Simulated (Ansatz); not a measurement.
**Electron scattering at the Σ9 (221) boundary in fcc Cu**

Wanted: what the Σ9 (221) boundary in fcc Cu costs an interconnect.

Program: Ansatz 0.2.0. Level of theory: Ansatz plane-wave DFT, PBE, PAW files; relaxation of a bicrystal slab with its lowest layers held; PAW set soft_1, in the first sound run; inputs show where later runs differ. Results are calculated unless marked as measured.

This is a report of a sequence of runs, with most program output left out.

## Step 1: Set-up

The cell holds 32 atoms: 32 Cu. Cell: a = 2.556 Å, b = 7.668 Å, c = 30.280 Å, α = 90.0°, β = 90.0°, γ = 90.0°. It derives from Cu. built on the (2 2 1) plane; 2 overlapping atoms removed and the grains opened by 0 Å. Vacuum lies along c.

## Step 2: Relaxing the bicrystal

The boundary is built by mirroring the lower grain in the boundary plane and removing any atoms that overlap. A thin bicrystal slab is relaxed first, with the lowest layers held and the upper grain free to shift and open.

input.yaml reads:

```yaml
crystal:
  lattice:
    - [2.5561627297, 0.0, 0.0]
    - [0.0, 7.6684881892, 0.0]
    - [0.0, 0.0, 30.2797866656]
  atoms:
    - { symbol: Cu, position: [0.9999999997, 0.1111111111, 0.1651266588] }
    - { symbol: Cu, position: [0.4999999997, 0.3888888889, 0.185024201] }
    - { symbol: Cu, position: [0.9999999998, 0.6666666667, 0.2049217432] }
    - { symbol: Cu, position: [0.4999999998, 0.9444444445, 0.2248192854] }
    - { symbol: Cu, position: [0.9999999998, 0.2222222222, 0.2447168276] }
    - { symbol: Cu, position: [0.4999999998, 0.5, 0.2646143698] }
    - { symbol: Cu, position: [0.9999999998, 0.7777777778, 0.284511912] }
    - { symbol: Cu, position: [0.4999999999, 0.0555555556, 0.3044094542] }
[... 20 atom lines left out ...]
    - { symbol: Cu, position: [0.4999999997, 0.8333333334, 0.7421553829] }
    - { symbol: Cu, position: [0.9999999997, 0.5555555556, 0.7620529251] }
    - { symbol: Cu, position: [0.4999999997, 0.2777777778, 0.7819504673] }
    - { symbol: Cu, position: [0.9999999996, 0.0, 0.8018480095] }
kpoints:
  mp_grid: { grid: [9, 3, 1] }
hamiltonian:
  xc: pbe
  pseudopotentials: { kind: paw, azcp: { folder: soft_1 } }
scf:
  occupations: { method: fermi_dirac, width: 0.1 }
relax:
  f_tol: 0.03
  max_steps: 80
  constraints: [{ sites: [0, 1, 2, 3, 4] }]
```

Run with:

```sh
ansatz run input.yaml --threads 4 --pin off --max-ram 15360MiB --backend cpu --events-out ev --progress --plain --runs-dir out
```

Run time: 11 min. Hardware: 4 threads of Arm Neoverse V1, shared host; peak memory 4.5 GiB.

The steps of the relaxation:

```csv
step,energy less that of the first step (eV),largest force component (eV/Å)
1,0.0000,0.5403
2,-0.1199,0.4678
3,-0.2771,0.1387
4,-0.2929,0.0401
5,-0.2943,0.0197
```

Forces are held to the 2 operations that the run works with; a distortion that breaks them can't arise in this run.

The atoms that moved most (Å):

```csv
atom,dx,dy,dz,length
Cu14,0.000,-0.017,0.403,0.403
Cu17,0.000,0.183,-0.211,0.279
Cu32,0.000,0.134,-0.234,0.269
Cu18,0.000,0.062,-0.254,0.262
Cu16,0.000,0.239,-0.089,0.255
Cu21,0.000,0.098,-0.214,0.235
Cu22,0.000,0.126,-0.157,0.201
Cu20,0.000,0.124,-0.157,0.200
```

This step gave:

```yaml
free_energy: -212001.4269 eV
energy_at_zero_smearing: -212001.2795 eV
fermi_energy: 8.795 eV
```

The largest force component on a free atom ends at 0.020 eV/Å, under the tolerance of 0.03, after 5 steps.

## Step 3: Transmission across the boundary

Bulk layers of each grain are laid under and over the relaxed boundary, and a lead is named in the middle of each, away from the free faces. The mesh across the current, 24×8, is finer than the density's, because channels open and close sharply across the zone. Energies from -0.1 to 0.1 eV in steps of 0.05 eV are too few for the program's thermal sum, so it prints no conductance; for a metal the transmission near the Fermi level serves, at a fraction of the cost.

This step: Ansatz plane-wave DFT, PBE, PAW files; ballistic transport by layer matching (Landauer), zero bias; boundary relaxed in a short slab, bulk layers laid on; PAW set soft_1 (Ansatz 0.2.0).

System of this step: Σ9 (221) boundary in fcc Cu. The cell holds 72 atoms: 72 Cu. Cell: a = 2.556 Å, b = 7.668 Å, c = 51.209 Å, α = 90.0°, β = 90.0°, γ = 90.0°. It derives from Cu. Regions: lower grain, 29 atoms (29 Cu); boundary, 20 atoms (20 Cu); upper grain, 23 atoms (23 Cu). Vacuum lies along c.

input.yaml reads:

```yaml
crystal:
  lattice:
    - [2.5561627297, 0.0, 0.0]
    - [0.0, 7.6684881892, 0.0]
    - [0.0, 0.0, 51.209375406]
  atoms:
    - { symbol: Cu, position: [-19.5000000006, -10.8333333333, 0.0781106969] }
    - { symbol: Cu, position: [-19.0000000005, -10.5555555555, 0.0898759904] }
    - { symbol: Cu, position: [-18.5000000005, -10.2777777778, 0.101641284] }
    - { symbol: Cu, position: [-18.0000000005, -10.0, 0.1134065775] }
    - { symbol: Cu, position: [-17.5000000005, -9.7222222222, 0.125171871] }
    - { symbol: Cu, position: [-17.0000000005, -9.4444444444, 0.1369371646] }
    - { symbol: Cu, position: [-16.5000000004, -9.1666666667, 0.1487024581] }
    - { symbol: Cu, position: [-16.0000000004, -8.8888888889, 0.1604677516] }
[... 60 atom lines left out ...]
    - { symbol: Cu, position: [-15.0000000004, -8.3209691425, 0.8865934225] }
    - { symbol: Cu, position: [-15.5000000004, -8.5987469203, 0.898358716] }
    - { symbol: Cu, position: [-16.0000000004, -8.8765246981, 0.9101240096] }
    - { symbol: Cu, position: [-16.5000000004, -9.1543024759, 0.9218893031] }
kpoints:
  mp_grid: { grid: [10, 4, 1] }
hamiltonian:
  xc: pbe
  pseudopotentials: { kind: paw, azcp: { folder: soft_1 } }
scf:
  occupations: { method: fermi_dirac, width: 0.1 }
output:
  transmission:
    leads: [[15, 16], [59, 60]]
    kmesh: [24, 8]
    e_range: [-0.1, 0.1]
    de: 0.05
  write_potential: true
  write_density: true
  volumetric_format: npy
  elf: true
```

The job ended after 53 min (4 threads; peak memory 10 GiB; 3.4 h of CPU time).

This step gave:

| Item | Value |
| --- | --- |
| free energy | -477008.7370 eV |
| energy at zero smearing | -477008.3502 eV |
| Fermi energy | 13.18 eV |
| cell area | 19.60 Å² |
| transmission per spin nearest the Fermi level | 2.312 |
| open channels per spin nearest the Fermi level | 2.807 |
| open channels per spin, upper lead | 2.786 |
| step of the lead's potential | 7.4 meV |
| step of the upper lead's potential | 9.3 meV |

Per spin. Table of transmission, zone mean by energy, zero at the Fermi level:

```csv
energy (eV),"transmission, zone mean"
-0.1000,2.30
-0.0500,2.29
0.0000,2.31
0.0500,2.33
0.1000,2.34
```

Per spin. Table of open channels, zone mean by energy, zero at the Fermi level:

```csv
energy (eV),lead,upper lead
-0.1000,2.79,2.79
-0.0500,2.79,2.80
0.0000,2.81,2.79
0.0500,2.82,2.83
0.1000,2.85,2.85
```

Transmission over k1 and k2. At 0.0000 eV from the Fermi level.

Ten even steps from '0' (0.03) to '9' (2.96):
```
966666899844444899866666
976789996983338969998767
988889999999899999998888
988889999999999999998888
988889999999899999998888
976789996983338969998767
966666899844444899866666
966666668800000886666666
```
Columns: k1 (b1) from -0.5 to 0.458; rows upwards: k2 (b2) from -0.5 to 0.375.

Open channels over k1 and k2. At 0.0000 eV from the Fermi level.

Values, 8 rows by 16 columns, each cell a mean:
```
3.33 2.00 2.00 2.00 3.00 3.00 3.00 3.00 3.00 3.00 3.00 3.00 2.67 2.00 2.00 2.00
3.67 2.33 3.00 3.00 3.00 3.00 3.00 2.33 2.00 2.67 3.00 3.00 3.00 3.00 2.67 2.67
3.67 3.00 3.00 3.00 3.00 3.00 3.00 3.00 3.00 3.00 3.00 3.00 3.00 3.00 3.00 3.00
3.67 3.00 3.00 3.00 3.00 3.00 3.00 3.00 3.00 3.00 3.00 3.00 3.00 3.00 3.00 3.00
3.67 3.00 3.00 3.00 3.00 3.00 3.00 3.00 3.00 3.00 3.00 3.00 3.00 3.00 3.00 3.00
3.67 2.33 3.00 3.00 3.00 3.00 3.00 2.33 2.00 2.67 3.00 3.00 3.00 3.00 2.67 2.67
3.33 2.00 2.00 2.00 3.00 3.00 3.00 3.00 3.00 3.00 3.00 3.00 2.67 2.00 2.00 2.00
3.33 2.00 2.00 2.00 2.00 3.33 3.33 2.00 2.00 2.00 4.00 2.67 2.00 2.00 2.00 2.00
```
Columns: k1 (b1) from -0.5 to 0.458; rows upwards: k2 (b2) from -0.5 to 0.375.

Valence density in the cb plane at fractional x = 0.000, with atoms of Cu within 0.2 Å of it. It is the smooth field of the valence electrons, not physical close to the nuclei.

Ten steps, logarithmic in the rise over the least value, from '0' (0 e/Å³) to '9' (64 e/Å³), each cell a mean:
```
00000014762002564100000000000000000000000000
00000001221013896200011000000000000000000000
00000000000003786100244200000000000000000000
00000000000001342101588410000000000000000000
10000000000000110001598410123210000000000000
31000000000000000001355200267520000000000000
41001110000000000000111000389720000000000000
31014641000000000000000000257510000000000000
10037972000110000000000000122200000000000000
00026862002442000000000000000000000000000000
00013431014884100000000000000000000000000000
00000100015895101232100000000000000000000000
00000000012552102576200000000000000000000000
00000000001111002797300011100000000000000000
00000000000000001575200256310000000000000000
01100000000000000122101489510001100000000000
14421000000000000000001378510124310000000000
38851000000000000000000134210258730000000000
48961002321000000000000011000269830000000000
25531015763000000000000000000136520000000000
01110026984100111000000000000011100000000000
```
Columns run along c (16.0 Å, from fractional 0.69 to 1.00 of the cell), rows up along b (7.7 Å). Atoms in or near the plane, at fractional coordinates: Cu at (0.70, 0.12), Cu at (0.72, 0.57), Cu at (0.75, 0.01), Cu at (0.77, 0.46), Cu at (0.79, 0.90), Cu at (0.82, 0.35), Cu at (0.84, 0.79), Cu at (0.86, 0.23), Cu at (0.89, 0.68), Cu at (0.91, 0.12).

ELF in the cb plane at fractional x = 0.000, with atoms of Cu within 0.2 Å of it. It is the smooth field of the valence electrons, not physical close to the nuclei.

Values, 11 rows by 16 columns, each cell a mean:
```
0.23 0.27 0.19 0.20 0.19 0.33 0.20 0.24 0.21 0.24 0.23 0.23 0.30 0.20 0.04 0.00
0.24 0.24 0.23 0.24 0.22 0.28 0.19 0.21 0.20 0.27 0.22 0.25 0.26 0.20 0.05 0.00
0.21 0.26 0.24 0.24 0.24 0.19 0.24 0.29 0.25 0.19 0.19 0.25 0.26 0.16 0.04 0.00
0.18 0.19 0.18 0.27 0.24 0.25 0.26 0.18 0.21 0.19 0.42 0.20 0.20 0.09 0.02 0.00
0.21 0.30 0.28 0.23 0.17 0.24 0.25 0.24 0.26 0.21 0.17 0.21 0.11 0.03 0.00 0.00
0.27 0.18 0.19 0.19 0.36 0.22 0.21 0.22 0.24 0.24 0.26 0.26 0.12 0.02 0.00 0.00
0.24 0.22 0.26 0.20 0.24 0.19 0.27 0.19 0.26 0.21 0.25 0.26 0.16 0.03 0.00 0.00
0.25 0.24 0.24 0.23 0.21 0.24 0.31 0.19 0.19 0.20 0.26 0.27 0.19 0.05 0.01 0.00
0.17 0.19 0.27 0.24 0.24 0.25 0.18 0.23 0.23 0.34 0.20 0.17 0.15 0.07 0.01 0.00
0.40 0.21 0.21 0.17 0.26 0.25 0.24 0.26 0.20 0.18 0.20 0.44 0.15 0.10 0.02 0.00
0.17 0.19 0.22 0.36 0.23 0.19 0.23 0.24 0.24 0.26 0.22 0.17 0.20 0.15 0.03 0.00
```
Columns run along c (16.0 Å, from fractional 0.69 to 1.00 of the cell), rows up along b (7.7 Å). Atoms in or near the plane, at fractional coordinates: Cu at (0.70, 0.12), Cu at (0.72, 0.57), Cu at (0.75, 0.01), Cu at (0.77, 0.46), Cu at (0.79, 0.90), Cu at (0.82, 0.35), Cu at (0.84, 0.79), Cu at (0.86, 0.23), Cu at (0.89, 0.68), Cu at (0.91, 0.12).

Electrostatic potential energy in the cb plane at fractional x = 0.000, with atoms of Cu within 0.2 Å of it. With pseudopotentials it is smooth inside the atoms' cores, unlike the true potential.

Values in eV, 11 rows by 16 columns, each cell a mean:
```
 15  14  -4 -20   5 -42   1  12  13  13  15  14  15  17  18  18
 15  13  14  13   7 -37   1 -19 -14  14  14  14  14  17  17  18
  7  14  15  14  14   9  13 -30 -24   4 -19  12  15  17  17  18
 -4   0   1  14  15  15  14   6   7  -8 -47   9  17  17  18  18
  9 -32 -29  11   3  13  14  16  14   9  -7  15  18  18  18  18
 14  -9  -7  -4 -44   8  10  13  13  15  14  16  18  18  18  18
 13  15  14   1 -31   7 -32  -7  14  14  14  15  17  18  18  18
 14  15  13  14  11  11 -36 -10  -6 -19  13  14  17  18  18  18
-10   3  14  15  14  14   7  11 -19 -38   9 -13  11  17  18  18
-43 -16   7   0  14  15  15  14   7   1   3 -50   0  17  18  18
-11   3 -18 -39  11   7  13  14  16  14  11 -14  10  17  18  18
```
Columns run along c (16.0 Å, from fractional 0.69 to 1.00 of the cell; values clipped at the 3rd and 97th percentile), rows up along b (7.7 Å). Atoms in or near the plane, at fractional coordinates: Cu at (0.70, 0.12), Cu at (0.72, 0.57), Cu at (0.75, 0.01), Cu at (0.77, 0.46), Cu at (0.79, 0.90), Cu at (0.82, 0.35), Cu at (0.84, 0.79), Cu at (0.86, 0.23), Cu at (0.89, 0.68), Cu at (0.91, 0.12).

Over the solved energies the transmission per spin lies between 2.29 and 2.34, out of 2.81 channels of the lead on average (up to 2.85).

## Step 4: Specific resistance

This step: Ansatz plane-wave DFT, PBE, PAW files; ballistic transport by layer matching (Landauer), zero bias; specific resistance of the boundary; PAW set soft_1 (Ansatz 0.2.0).

Numbers from this step:

- area resistance: 0.1923 fΩ m²
- T over the leads' mean channel count: 0.8241

Averaged over the energies near the Fermi level, 82.4 % of the channels pass, which makes 0.192 fΩ m².

By hand, with T and the leads' channels N averaged over the energies near the Fermi level: RA = A (h/2e²)(1/T − ½[1/N₁ + 1/N₂]) = 19.60×10⁻²⁰ m² × 12 906 Ω × (1/2.315 − ½[1/2.809 + 1/2.809]) = 0.192 fΩ m².

## Step 5: Single-crystal slab for reference

The free faces cost energy too. A single-crystal slab with the same faces and held layers is relaxed, so that they cancel.

This step: Ansatz plane-wave DFT, PBE, PAW files; relaxation of a single-crystal slab with its lowest layers held; PAW set soft_1 (Ansatz 0.2.0).

System of this step: Cu slab, plane (2, 2, 1). The cell holds 33 atoms: 33 Cu. Cell: a = 2.556 Å, b = 7.668 Å, c = 30.280 Å, α = 90.0°, β = 90.0°, γ = 90.0°. It derives from Cu. Vacuum lies along c.

input.yaml reads:

```yaml
crystal:
  lattice:
    - [2.5561627297, 0.0, 0.0]
    - [0.0, 7.6684881892, 0.0]
    - [0.0, 0.0, 30.2797866656]
  atoms:
    - { symbol: Cu, position: [0.9999999994, 0.1111111112, 0.1651266588] }
    - { symbol: Cu, position: [0.4999999994, 0.3888888889, 0.185024201] }
    - { symbol: Cu, position: [0.9999999994, 0.6666666667, 0.2049217432] }
    - { symbol: Cu, position: [0.4999999994, 0.9444444445, 0.2248192854] }
    - { symbol: Cu, position: [0.9999999995, 0.2222222223, 0.2447168276] }
    - { symbol: Cu, position: [0.4999999995, 0.5, 0.2646143698] }
    - { symbol: Cu, position: [0.9999999995, 0.7777777778, 0.284511912] }
    - { symbol: Cu, position: [0.4999999995, 0.0555555556, 0.3044094542] }
[... 21 atom lines left out ...]
    - { symbol: Cu, position: [0.4999999999, 0.1666666667, 0.7421553829] }
    - { symbol: Cu, position: [1.0, 0.4444444444, 0.7620529251] }
    - { symbol: Cu, position: [0.5, 0.7222222222, 0.7819504673] }
    - { symbol: Cu, position: [0.0, 0.0, 0.8018480095] }
kpoints:
  mp_grid: { grid: [9, 3, 1] }
hamiltonian:
  xc: pbe
  pseudopotentials: { kind: paw, azcp: { folder: soft_1 } }
scf:
  occupations: { method: fermi_dirac, width: 0.1 }
relax:
  f_tol: 0.03
  max_steps: 80
  constraints: [{ sites: [0, 1, 2, 3, 4] }]
```

Run time: 9.2 min. Hardware: 4 threads; peak memory 4.7 GiB.

The steps of the relaxation:

```csv
step,energy less that of the first step (eV),largest force component (eV/Å)
1,0.0000,0.4026
2,-0.0285,0.2523
3,-0.0482,0.0575
4,-0.0508,0.0205
```

The atoms that moved most (Å):

```csv
atom,dx,dy,dz,length
Cu30,0.000,0.087,0.159,0.181
Cu31,0.000,0.050,0.147,0.155
Cu28,0.000,0.022,0.120,0.122
Cu27,0.000,0.023,0.119,0.121
Cu26,0.000,0.036,0.102,0.108
Cu25,0.000,0.021,0.105,0.107
Cu24,0.000,0.017,0.103,0.104
Cu32,0.000,0.031,0.099,0.104
```

Final coordinates:

```
Cu
1.0
     2.55616    0.00000    0.00000
     0.00000    7.66849    0.00000
     0.00000    0.00000   30.27979
Cu
33
Direct
  0.00000 0.11111 0.16513
  0.50000 0.38889 0.18502
  0.00000 0.66667 0.20492
  0.50000 0.94444 0.22482
  0.00000 0.22222 0.24472
  0.50000 0.50167 0.26444
  0.00000 0.78019 0.28479
  0.50000 0.05780 0.30492
  0.00000 0.33616 0.32465
  0.50000 0.61377 0.34477
  0.00000 0.89141 0.36511
  0.50000 0.16927 0.38492
  0.00000 0.44685 0.40499
  0.50000 0.72436 0.42512
  0.00000 0.00240 0.44534
  0.50000 0.28034 0.46529
  0.00000 0.55799 0.48545
  0.50000 0.83559 0.50557
  0.00000 0.11360 0.52551
  0.50000 0.39171 0.54573
  0.00000 0.66918 0.56595
  0.50000 0.94707 0.58592
  0.00000 0.22516 0.60574
  0.50000 0.50224 0.62617
  0.00000 0.78046 0.64613
  0.50000 0.06027 0.66592
  0.00000 0.33632 0.68638
  0.50000 0.61402 0.70631
  0.00000 0.89562 0.72515
  0.50000 0.17798 0.74740
  0.00000 0.45094 0.76690
  0.50000 0.72632 0.78521
  0.00000 0.00044 0.80208
```

Numbers from this step:

* free energy: -218627.6211 eV
* energy at zero smearing: -218627.4784 eV
* Fermi energy: 9.223 eV

The largest force component on a free atom ends at 0.021 eV/Å, under the tolerance of 0.03, after 4 steps.

## Step 6: Bulk reference

The perfect crystal gives the energy per atom, for the atoms by which bicrystal and slab differ.

This step: Ansatz plane-wave DFT, PBE, PAW files; bulk reference; PAW set soft_1 (Ansatz 0.2.0).

System of this step: Cu. It takes space group Fm-3m (No. 225, cubic). The conventional cell has a = 3.615 Å, b = 3.615 Å, c = 3.615 Å, α = 90.00°, β = 90.00°, γ = 90.00°. Nearest to Cu lie 12 Cu at 2.56 Å.

input.yaml, the sections that differ from step 5:

```yaml
crystal:
  lattice:
    - [0.0, 1.80748, 1.80748]
    - [1.80748, 0.0, 1.80748]
    - [1.80748, 1.80748, 0.0]
  atoms:
    - { symbol: Cu, position: [0.0, 0.0, 0.0] }
kpoints:
  mp_grid: { grid: [21, 21, 21] }
# hamiltonian, scf: as in step 5
# relax: removed
```

The job ended after 0.86 s (4 threads; peak memory 0.3 GiB).

This step gave:

| Quantity | Value |
| --- | --- |
| free energy | -6625.1873 eV |
| energy at zero smearing | -6625.1819 eV |
| Fermi energy | 16.38 eV |

## Step 7: Boundary energy

This step: Ansatz plane-wave DFT, PBE, PAW files; bicrystal less single-crystal slab less bulk atoms, a boundary area; PAW set soft_1 (Ansatz 0.2.0).

Numbers from this step:

```yaml
excess_energy_of_the_cell: 1.017 eV
boundary_energy: 0.8312 J/m²
```

The boundary costs 0.83 J/m².

By hand: 1.02 eV / 19.60 Å² × 16.02 = 0.831 J/m².

## Step 8: Summary of results

| Quantity | Value |
| --- | --- |
| specific resistance of the boundary | 0.192 fΩ m² |
| share of channels that pass | 0.824 |
| boundary energy | 0.831 J/m² |

What this shows: The boundary has a specific resistance of 0.19 fΩ m² and an energy of 0.83 J/m². The boundary reflects 18 % of the channels; 0.19 fΩ m² is 1.9×10⁻¹² Ω·cm². That equals the resistance of 11 nm of bulk Cu at 300 K (measured 1.725 µΩ cm, CRC Handbook of Chemistry and Physics, 84th ed., 2003, Electrical Resistivity of Pure Metals). One starting structure was relaxed; another shift or atom count at the boundary may lie lower.

[Logs are printed without paths, hosts, clocks, repeated set-up lines and the standing remarks that a program may print on its own settings, such as how far it seeks lower states.]

[Hosts, paths, dates, database ids (printed as entryN), source tags and the programs' standing remarks are cut or masked in the printed files.]
